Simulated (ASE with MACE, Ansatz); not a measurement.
# (10-11) twin boundary in hcp Ru (40 atoms): boundary energy

What is the boundary energy of this cell, counted against the bulk crystal, and how far does it hang on functional and mesh?

Calculated with Ansatz 0.2.0: Kohn-Sham DFT, PBE, PAW (set soft_2), plane waves; cutoff 420 eV, fermi-dirac smearing of 0.1 eV. Cutoffs: 420 eV for PBE; 500 eV for r2SCAN.

**The cells**

The cell holds 40 atoms: 40 Ru. Cell: a = 5.068 Å, b = 5.430 Å, c = 21.259 Å, α = 90.0°, β = 90.0°, γ = 74.5°. It derives from Ru. The starting structure: Two grains of Ru, one the mirror image of the other in the boundary plane, two boundaries a cell; of 2 trial joints (lateral shifts, openings, close atoms taken out) the lowest after a short relaxation with the MACE-MP-0b2 potential was kept (shift [0.5, 0.0] of the surface cell, opening 0.94 Å, one of each pair under 1.88 Å removed), then its atoms and the cell's length along the normal were relaxed with that potential. Lattice constants are starting values near those of PBE.

The bulk reference is Ru2 in a cell of 2 atoms, 13.661 Å³ an atom.

The input of the single point on the relaxed cell:

```yaml
crystal:
  lattice:
    - [5.06849, 0.0, 0.0]
    - [1.45432, 5.23162, 0.0]
    - [0.0, 0.0, 21.25866]
  atoms:
    - { symbol: Ru, position: [0.21258, 0.13478, 0.98892] }
    - { symbol: Ru, position: [0.90592, 0.96117, 0.07092] }
    - { symbol: Ru, position: [0.4444, 0.32645, 0.08656] }
    - { symbol: Ru, position: [0.13972, 0.15285, 0.17039] }
    [... 34 atom lines left out ...]
    - { symbol: Ru, position: [0.67825, 0.01778, 0.57092] }
    - { symbol: Ru, position: [0.37159, 0.84418, 0.48892] }
kpoints:
  mp_grid: { grid: [7, 7, 2] }
hamiltonian:
  xc: pbe
scf:
  occupations: { method: fermi_dirac, width: 0.1 }
output:
  forces: true
  stress: true
  populations: true
  dos:
    method: { smearing: { sigma: 0.08 } }
    de: 0.1
    projected:
      site_lists:
        Ru: [Ru]
        lower_grain: [... 20 sites ...]
        upper_grain: [... 20 sites ...]
  eigenvalues: true
  write_density: true
  write_potential: true
  volumetric_format: npy
```

```
                           cell  formula                    k-mesh  relaxation steps  gain on relaxing (eV)  free energy, PBE (eV)  time of its runs on this page
(10-11) twin boundary in hcp Ru     Ru40  7×7×2 (relaxed on 5×5×1)                 6                   2.21            -235145.872                           58 s
                        bulk Ru      Ru2                  23×23×13                 -                      -             -11757.403                          9.8 s
```

**Boundary energy**

The excess is the cell's free energy less 20 times that of the bulk cell. It is divided by twice the area, as the cell holds two boundaries, so the value is their mean, and they need not be alike (26.52 Å²), with 1 eV/Å² = 16.022 J/m².

| level | k-mesh | excess (eV) | boundary energy (J/m²) | per area (meV/Å²) |
| --- | --- | --- | --- | --- |
| PBE | 7×7×2 | 2.194 | 0.663 | 41.4 |
| PBE, denser mesh | 9×9×2 | 2.185 | 0.660 | 41.2 |
| r2SCAN | 7×7×2 | 2.838 | 0.858 | 53.5 |

Worked for the first row at PBE: (-235145.872) − 20 × (-11757.403) = 2.194 eV (from unrounded energies).

Then 2.194 / (2 × 26.52) × 16.022 = 0.663 J/m².

**Neighbours**

Bonds by pair of elements; cutoffs follow the first minimum of g(r), held within bounds set by covalent radii, and pairs that aren't listed don't count as bonded:

```csv
pair A-B,cutoff (Å),bonds,mean length (Å),spread (Å),shortest (Å),B about A,A about B
Ru-Ru,3.33,240,2.71,0.079,2.59,12,12
```

How many atoms have how many bonded neighbours:

```csv
element,mean,11,12,13
Ru,12,4,32,4
```

**Findings**

At PBE the boundary energy is 0.66 J/m². At the same geometries the levels give 0.66 (PBE) to 0.86 J/m² (r2SCAN) and the denser mesh leaves it within 0.01 J/m². Relaxing the atoms lowered it by 0.667 J/m² from the start (on the 5×5×1 mesh of the relaxation), and the farthest atom moved 0.42 Å. By these cutoffs 8 of 40 Ru atoms differ from the commonest count of 12.

Limits: The cell edges were held, so the lattice is the typed one for every functional, and the length along the normal is the one that the machine-learned potential gave. Cell and bulk are sampled on unlike meshes, and the error grows with the number of atoms subtracted. These are free energies under a smearing of 0.1 eV, whose entropy term isn't removed. The joint was picked among a few trials by a machine-learned potential, and a lower one may exist. In some runs the program notes that positions were snapped to a detected symmetry.

[Logs are printed without paths, hosts, clocks, repeated set-up lines and the standing remarks that a program may print on its own settings, such as how far it seeks lower states.]

[Hosts, paths, dates, database ids (printed as entryN), source tags and the programs' standing remarks are cut or masked in the printed files.]
